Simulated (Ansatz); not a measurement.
# RbNbS3 (model cell, started as cubic perovskite with Nb in the octahedra): following an unstable mode, part 2 of 3

Aim: this structure of RbNbS3 (model cell, started as cubic perovskite with Nb in the octahedra) is to be tested for unstable modes, and one is followed downhill.

Ansatz 0.2.0; DFT PBE, scalar-relativistic, plane waves, PAW; PAW set soft_1.

So far, highest frequency on the path or at a solved wavevector (cm⁻¹): step 2 (response at finite wavevector) 440. Also lowest frequency on the path (cm⁻¹): step 2 -238.

The structure was built from a prototype and need not be the compound's stable phase.

## Step 4: The mode frozen in, largest atomic shift 0.08 Å

The atoms are moved along the unstable eigenvector, the largest shift by 0.08 Å, with the cell fixed.

input.yaml reads:

```yaml
crystal:
  lattice:
    - [4.9016615543, 4.9016615543, 0.0]
    - [4.9016615543, 0.0, 4.9016615543]
    - [4.9016615543, 0.0, -4.9016615543]
  atoms:
    - { symbol: Rb, position: [0.0, 0.5, 0.5] }
    - { symbol: Rb, position: [0.0, 0.0, 0.0] }
    - { symbol: Nb, position: [0.5, 0.25, 0.75] }
    - { symbol: Nb, position: [0.5, 0.75, 0.25] }
    - { symbol: S, position: [0.5, 0.5040802491, 0.4959197509] }
    - { symbol: S, position: [0.5, -0.0040802491, 0.0040802491] }
    - { symbol: S, position: [-0.0163209963, 0.0081604981, 0.5081604981] }
    - { symbol: S, position: [0.0163209963, 0.4918395019, -0.0081604981] }
    - { symbol: S, position: [0.5, -0.0040802491, 0.4959197509] }
    - { symbol: S, position: [0.5, 0.5040802491, 0.0040802491] }
kpoints:
  mp_grid: { grid: [8, 8, 8] }
hamiltonian:
  xc: pbe
  pseudopotentials: { kind: paw, azcp: { folder: soft_1 } }
scf:
  occupations: { method: methfessel_paxton, width: 0.2 }
output:
  forces: true
  stress: true
  eigenvalues: true
```

Command:

```console
$ ansatz run input.yaml --threads 4 --pin off --max-ram 16384MiB --backend cpu --events-out ev --progress --plain --runs-dir out
```

Numbers of over 12 decimals in the logs are rounded to 6 here.

Output:

```text
[...]
Crystal: 10 atoms, lattice volume = 235.537 Å³
Basis set: ecut = 420 eV, 4645 PW (Γ), exchange–correlation on 96×96×96 points (8 copies of the dense FFT grid, shifted against one another)
Bands: 50, of which v1, the nominal top of the filled ones, is band 40 counted from 1 (39 counted from 0)
Symmetry: 16 space group operations
[...]
k-points: 59 of 512
[...]
k-point 0: bands = [... 36 lower, 6.3771, 6.5239, 6.5239, 6.5249, 7.0808, 7.1874, 7.1874, 8.3149, ... 6 higher]
  k-point 1: bands = [... 36 lower, 6.2805, 6.6403, 6.6616, 6.8244, 6.9828, 7.1572, 7.1800, 8.6089, ... 6 higher]
  k-point 2: bands = [... 36 lower, 6.0602, 6.5949, 6.6435, 6.8018, 7.2549, 7.3572, 7.4025, 8.9244, ... 6 higher]
  k-point 58: bands = [... 36 lower, 5.3175, 6.1829, 6.1829, 6.4345, 7.0312, 8.3738, 8.8236, 8.8236, ... 6 higher]
[key lines of the parts left out:]
SCF converged after 10 iterations
Free energy (F): -21061.364430 eV
Fermi energy:    6.927433 eV
P = ⅓ Tr σ = 0.2633 GPa (2.633 kbar)
```

Wall time 14 s (4 threads of Arm Neoverse V2, shared host); peak memory 0.9 GiB.

Numbers from this step:

```
pressure                         : 0.2633 GPa
gap on the k-mesh                : 0.05620 eV
energy from the undistorted cell : -2.851 meV/atom
```

The energy, extrapolated to zero smearing, is -2.85 meV/atom against the undistorted cell.

The run ends at a pressure of 0.26 GPa, with forces up to 0.021 eV/Å.

## Step 5: Energy along the mode, all amplitudes (two of the runs are shown above)

An imaginary frequency means negative curvature, so the energy should fall and then rise again as anharmonic terms take over.

This step gave:

```
depth at the lowest point sampled  : 2.851 meV/atom
largest atomic shift at that point : 0.08 Å
```

The energy from the parent by largest atomic shift:

```
largest atomic shift (Å)  energy from the parent (meV/atom)
                  0.0000                                  0
                  0.0400                              -1.45
                  0.0800                              -2.85
                  0.1400                               3.40
                  0.2200                               35.4
```

Displacement at unit largest shift by atom:

```
atom  x (Å)  y (Å)  z (Å)  size
 Rb1   0.00   0.00   0.00  0.00
 Rb2   0.00   0.00   0.00  0.00
 Nb3   0.00   0.00   0.00  0.00
 Nb4   0.00   0.00   0.00  0.00
  S5   0.00   0.00   0.50  0.50
  S6   0.00   0.00  -0.50  0.50
  S7   0.00  -1.00   0.00  1.00
  S8   0.00   1.00   0.00  1.00
  S9  -0.50   0.00   0.00  0.50
 S10   0.50   0.00   0.00  0.50
```

The lowest of the steps tried is at 0.08 Å, 2.85 meV/atom below the parent; the bottom of the well need not coincide with a step.

## Step 6: Relaxing from the distorted cell

Starting from the lowest point found, all atoms and the cell are let go, so that strain and other modes of the same symmetry can join in.

Changes to input.yaml since step 4:

```diff
@@ -27 +27,6 @@
   eigenvalues: true
+relax:
+  adjacent_minimum: "off"
+  f_tol: 0.002
+  max_steps: 120
+  cell: { stress_tol: 0.03 }
```

Output:

```text
[...]
Crystal: 10 atoms, lattice volume = 235.537 Å³
Basis set: ecut = 420 eV, 4645 PW (Γ), exchange–correlation on 96×96×96 points (8 copies of the dense FFT grid, shifted against one another)
Bands: 50, of which v1, the nominal top of the filled ones, is band 40 counted from 1 (39 counted from 0)
Symmetry: 16 space group operations
[...]
k-points: 59 of 512
[...]
SCF iter   1: F=—  HF=-21065.034974 eV  |F-HF|=—  |Δ(HF+E_count)|=         —  Δρ=5.68e-2  dr2=1.65e1  ethr=3.10e-3  ⟨swp⟩=8.2  Hψ=13531  notcnv=0
[...]
SCF iter  10: F=-21061.364430 eV  HF=-21061.364430 eV  |F-HF|=1.23e-8  |Δ(HF+E_count)|=   5.61e-8  S|Δr|=    0.00e0  Δρ=2.30e-6  dr2=4.27e-8  ethr=1.25e-10  ⟨swp⟩=14.8  Hψ=15150  notcnv=0
SCF 1 converged in 10 iterations: F = -21061.364430 eV  dr2 = 4.27e-8
[...]
relax step   1: F+E_penalty+E_count = -21061.36442984 eV  Δ(F+E_penalty+E_count) = +0.000e0 eV  max|allowed force component| = 2.123e-2 eV/Å  Δτ_max = 0.0000 Å  P = +0.263 GPa  Ω = 235.537 Å³  (10 SCF iters, dr2 threshold 1.00e-7 eV, accepted)
Crystal: 10 atoms, lattice volume = 236.527 Å³
[...]
SCF iter   4: F=-21061.365545 eV  HF=-21061.365545 eV  |F-HF|=8.75e-8  |Δ(HF+E_count)|=   8.34e-7  S|Δr|=    0.00e0  Δρ=9.17e-6  dr2=6.04e-7  ethr=8.13e-10  ⟨swp⟩=8.8  Hψ=13675  notcnv=0
SCF 2 converged in 4 iterations: F = -21061.365545 eV  dr2 = 6.04e-7
[...]
relax step   2: F+E_penalty+E_count = -21061.36554506 eV  Δ(F+E_penalty+E_count) = -1.115e-3 eV  max|allowed force component| = 4.932e-3 eV/Å  Δτ_max = 0.0008 Å  P = -0.047 GPa  Ω = 236.527 Å³  energy of the carried Pulay correction = -6.073e-5 eV  (4 SCF iters, dr2 threshold 6.51e-7 eV, accepted)
Crystal: 10 atoms, lattice volume = 236.409 Å³
[...]
SCF iter   5: F=-21061.365608 eV  HF=-21061.365608 eV  |F-HF|=1.75e-9  |Δ(HF+E_count)|=   5.29e-9  S|Δr|=    0.00e0  Δρ=1.13e-6  dr2=6.96e-9  ethr=1.83e-11  ⟨swp⟩=5.8  Hψ=11632  notcnv=0
SCF 3 converged in 5 iterations: F = -21061.365608 eV  dr2 = 6.96e-9
relax step   3: F+E_penalty+E_count = -21061.36560836 eV  Δ(F+E_penalty+E_count) = -6.330e-5 eV  max|allowed force component| = 2.128e-3 eV/Å  Δτ_max = 0.0004 Å  P = -0.007 GPa  Ω = 236.409 Å³  energy of the carried Pulay correction = -5.352e-5 eV  (5 SCF iters, dr2 threshold 1.47e-8 eV, accepted)
[...]
relax step   4: F+E_penalty+E_count = -21061.36372240 eV  Δ(F+E_penalty+E_count) = +1.886e-3 eV  max|allowed force component| = 9.734e-2 eV/Å  Δτ_max = 0.0122 Å  P = +0.098 GPa  Ω = 236.449 Å³  energy of the carried Pulay correction = -5.598e-5 eV  (8 SCF iters, dr2 threshold 2.83e-10 eV, rejected (line search))
[...]
relax step   5: F+E_penalty+E_count = -21061.36561234 eV  Δ(F+E_penalty+E_count) = -3.986e-6 eV  max|allowed force component| = 5.223e-4 eV/Å  Δτ_max = 0.0003 Å  P = -0.000 GPa  Ω = 236.396 Å³  energy of the carried Pulay correction = -5.269e-5 eV  (9 SCF iters, accepted)
[...]
SCF iter   4: F=-21061.365663 eV  HF=-21061.365663 eV  |F-HF|=2.91e-11  |Δ(HF+E_count)|=   6.43e-7  S|Δr|=    0.00e0  Δρ=1.06e-7  dr2=2.80e-11  ethr=1.00e-12  ⟨swp⟩=7.8  Hψ=15967  notcnv=0
SCF 6 converged in 4 iterations: F = -21061.365663 eV  dr2 = 2.80e-11
relax step   6: F+E_penalty+E_count = -21061.36566300 eV  Δ(F+E_penalty+E_count) = -5.066e-5 eV  max|allowed force component| = 5.286e-4 eV/Å  Δτ_max = 0.0000 Å  P = -0.000 GPa  Ω = 236.396 Å³  stress off target by 2.96e-4 GPa  SCF on the basis re-selected at this cell (its energy is not comparable with the rows above)  (4 SCF iters)
basis re-selected at this cell: Δ(F+E_penalty+E_count) = -5.066e-5 eV, ΔP = +0.000 GPa vs the last step (what re-selecting the basis moved, of the pressure what is left beyond the Pulay correction that the steps carried, after the strain that the cell walked since its last selection, with what the two solves' SCF thresholds leave and, on support functions, any second-order correction that the steps lacked; it is no m [...]
SCF converged after 4 iterations
[...]
Free energy (F): -21061.365663 eV
[...]
Internal energy: -21061.381703 eV  (E = F + TS)
E sigma→0 (E₀):  -21061.369673 eV
Entropy (-TS):   0.016040 eV (1.604 meV/atom)
Fermi energy:    6.885544 eV
[...]
--- Forces (eV/Å), atoms counted from 1 ---
  atom   1  Rb     0.00000000     0.00000000    -0.00000000
  atom   2  Rb     0.00000000     0.00000000     0.00000000
  atom   3  Nb     0.00000000     0.00000000     0.00000000
  atom   4  Nb     0.00000000    -0.00000000     0.00000000
  atom   5  S      0.00000000     0.00000000    -0.00009273
  atom   6  S      0.00000000    -0.00000000     0.00009273
  atom   7  S      0.00000000    -0.00052863     0.00000000
  atom   8  S      0.00000000     0.00052863     0.00000000
  atom   9  S      0.00009273    -0.00000000     0.00000000
  atom  10  S     -0.00009273     0.00000000     0.00000000
  max |Σ_I F_I| component: 1.73e-18 eV/Å
--- Stress (GPa, compression-positive) ---
       -0.000296       0.000000       0.000000
        0.000000      -0.000286       0.000000
        0.000000       0.000000      -0.000296
  P = ⅓ Tr σ = -0.0003 GPa (-0.003 kbar)
--- Band table (eV; the first three rows and the last of 59) ---
  k-point 0: bands = [... 36 lower, 6.3340, 6.4765, 6.4785, 6.4785, 7.0396, 7.1426, 7.1426, 8.2535, ... 6 higher]
  k-point 1: bands = [... 36 lower, 6.2359, 6.5938, 6.6138, 6.7807, 6.9419, 7.1146, 7.1375, 8.5455, ... 6 higher]
  k-point 2: bands = [... 36 lower, 6.0184, 6.5467, 6.6000, 6.7581, 7.2114, 7.3131, 7.3606, 8.8702, ... 6 higher]
  k-point 58: bands = [... 36 lower, 5.2888, 6.1422, 6.1422, 6.3896, 6.9915, 8.3247, 8.7732, 8.7732, ... 6 higher]
--- Relaxed structure (5 steps of the walk, 4 accepted, 1 SCFs on fresh bases) ---
  F+E_penalty+E_count = -21061.36566300 eV   max|allowed force component| = 5.286e-4 eV/Å   (the final SCF, on the basis selected at the relaxed cell)
  cell:  # Å, volume = 236.3955 Å³
    - [4.902461, 4.917916, 0]
    - [4.902461, 0.0, 4.902461]
    - [4.902461, 0.0, -4.902461]
  atoms:
    - { symbol: Rb, position: [0, 0.5, 0.5] }
    - { symbol: Rb, position: [0, 0, 0] }
    - { symbol: Nb, position: [0.5, 0.25, 0.75] }
    - { symbol: Nb, position: [0.5, 0.750000, 0.250000] }
    - { symbol: S, position: [0.5, 0.504118, 0.495882] }
    - { symbol: S, position: [0.5, -0.00411827, 0.00411827] }
    - { symbol: S, position: [-0.016637, 0.00831848, 0.508318] }
    - { symbol: S, position: [0.016637, 0.491682, -0.00831848] }
    - { symbol: S, position: [0.5, -0.00411827, 0.495882] }
    - { symbol: S, position: [0.5, 0.504118, 0.00411827] }
```

Elapsed: 75 s, on 4 threads; peak memory 0.95 GiB; 4.9 min of CPU time.

The steps of the relaxation:

```
step  energy less that of the first step (eV)  largest force component (eV/Å)  pressure (GPa)  volume (Å³)
   1                                   0.0000                          0.0212            0.26       235.54
   2                                  -0.0011                          0.0049           -0.05       236.53
   3                                  -0.0012                          0.0021           -0.01       236.41
   4                                   0.0007                          0.0973            0.10       236.45
   5                                  -0.0012                          0.0005            0.00       236.40
  6*                                  -0.0012                          0.0005            0.00       236.40
```

Relaxation steps marked * repeat the geometry before them on a plane-wave basis chosen anew for their cell, so energy and pressure can jump there. Relaxation step 4 was tried and not accepted.

Forces are held to the 16 operations that the run works with; a distortion that breaks them can't arise in this run.

```
conventional cell, symmetrised  before  after  change
                         a (Å)   6.932  6.933  +0.0 %
                         b (Å)   6.932  6.933  +0.0 %
                         c (Å)   9.803  9.836  +0.3 %
              volume (Å³/atom)   23.55  23.64  +0.4 %
```

The relaxed structure:

```cif
data_structure
_symmetry_space_group_name_H-M 'P 1'
_symmetry_Int_Tables_number 1
_cell_length_a 6.9441
_cell_length_b 6.9331
_cell_length_c 6.9331
_cell_angle_alpha 90.000
_cell_angle_beta 60.052
_cell_angle_gamma 60.052
_cell_volume 236.40
loop_
_atom_site_label
_atom_site_type_symbol
_atom_site_fract_x
_atom_site_fract_y
_atom_site_fract_z
_atom_site_occupancy
Rb1 Rb 0.00000 0.50000 0.50000 1
Rb2 Rb 0.00000 0.00000 0.00000 1
Nb3 Nb 0.50000 0.25000 0.75000 1
Nb4 Nb 0.50000 0.75000 0.25000 1
S5 S 0.50000 0.50412 0.49588 1
S6 S 0.50000 0.99588 0.00412 1
S7 S 0.98336 0.00832 0.50832 1
S8 S 0.01664 0.49168 0.99168 1
S9 S 0.50000 0.99588 0.49588 1
S10 S 0.50000 0.50412 0.00412 1
```

Numbers from this step:

| Property | Result |
| --- | --- |
| pressure | -2.92e-4 GPa |
| volume per atom | 23.64 Å³ |
| gap on the k-mesh | 0.05851 eV |

The distorted start has space group I4/mmm; the relaxation ends in I4/mmm.

## Step 7: The new phase in its own primitive cell

The relaxed structure is symmetrised, reduced to its primitive cell and relaxed tightly, as its phonons need.

input.yaml reads:

```yaml
crystal:
  lattice:
    - [-3.4665631184, 3.4665631184, 4.9179155216]
    - [3.4665631184, -3.4665631184, 4.9179155216]
    - [3.4665631184, 3.4665631184, -4.9179155216]
  atoms:
    - { symbol: Rb, position: [0.25, 0.75, 0.5] }
    - { symbol: Rb, position: [0.75, 0.25, 0.5] }
    - { symbol: Nb, position: [0.0, 0.0, 0.0] }
    - { symbol: Nb, position: [0.5, 0.5, 0.0] }
    - { symbol: S, position: [0.2541182732, 0.7458817268, 0.0] }
    - { symbol: S, position: [0.7458817268, 0.2541182732, 0.0] }
    - { symbol: S, position: [0.2416815238, 0.2416815238, 0.0] }
    - { symbol: S, position: [0.7583184762, 0.7583184762, 0.0] }
    - { symbol: S, position: [0.2541182732, 0.2541182732, 0.5082365464] }
    - { symbol: S, position: [0.7458817268, 0.7458817268, 0.4917634536] }
kpoints:
  mp_grid: { grid: [6, 6, 6] }
hamiltonian:
  xc: pbe
  pseudopotentials: { kind: paw, azcp: { folder: soft_1 } }
scf:
  occupations: { method: methfessel_paxton, width: 0.2 }
output:
  forces: true
  stress: true
  eigenvalues: true
relax:
  adjacent_minimum: "off"
  f_tol: 0.001
  max_steps: 60
  cell: { stress_tol: 0.01 }
```

Output:

```text
[...]
Crystal: 10 atoms, lattice volume = 236.396 Å³
Basis set: ecut = 420 eV, 4645 PW (Γ), exchange–correlation on 96×96×96 points (8 copies of the dense FFT grid, shifted against one another)
Bands: 50, of which v1, the nominal top of the filled ones, is band 40 counted from 1 (39 counted from 0)
Symmetry: 16 space group operations
[...]
k-points: 30 of 216
[...]
- { symbol: Rb, position: [0.75, 0.250000, 0.500000] }
    - { symbol: Nb, position: [0, 0, 0] }
    - { symbol: Nb, position: [0.500000, 0.500000, 0] }
    - { symbol: S, position: [0.254218, 0.745782, 0.0] }
    - { symbol: S, position: [0.745782, 0.254218, 0.0] }
    - { symbol: S, position: [0.241492, 0.241492, 0] }
    - { symbol: S, position: [0.758508, 0.758508, 0] }
    - { symbol: S, position: [0.254218, 0.254218, 0.508436] }
    - { symbol: S, position: [0.745782, 0.745782, 0.491564] }
[key lines of the parts left out:]
SCF converged after 9 iterations
Free energy (F): -21061.362641 eV
Fermi energy:    6.889352 eV
P = ⅓ Tr σ = 0.0052 GPa (0.052 kbar)
```

The job ended after 26 s (4 threads; peak memory 0.78 GiB; 1.7 min of CPU time).

Little changed from the start: no atom moved by 0.005 Å and no cell edge by 0.1 %.

Numbers from this step:

```yaml
pressure: 0.005244 GPa
volume_per_atom: 23.65 Å³
gap_on_the_k_mesh: 0.04502 eV
direct_gap_on_mesh: 0.04629 eV
```

The largest force component left is 0.99 meV/Å and the pressure is 0.005 GPa, within the tolerances set. The cell now holds 23.65 Å³/atom.

[end of part 2 of 3]

[Logs are printed without paths, hosts, clocks, repeated set-up lines and the standing remarks that a program may print on its own settings, such as how far it seeks lower states.]

[Hosts, paths, dates, database ids (printed as entryN), source tags and the programs' standing remarks are cut or masked in the printed files.]
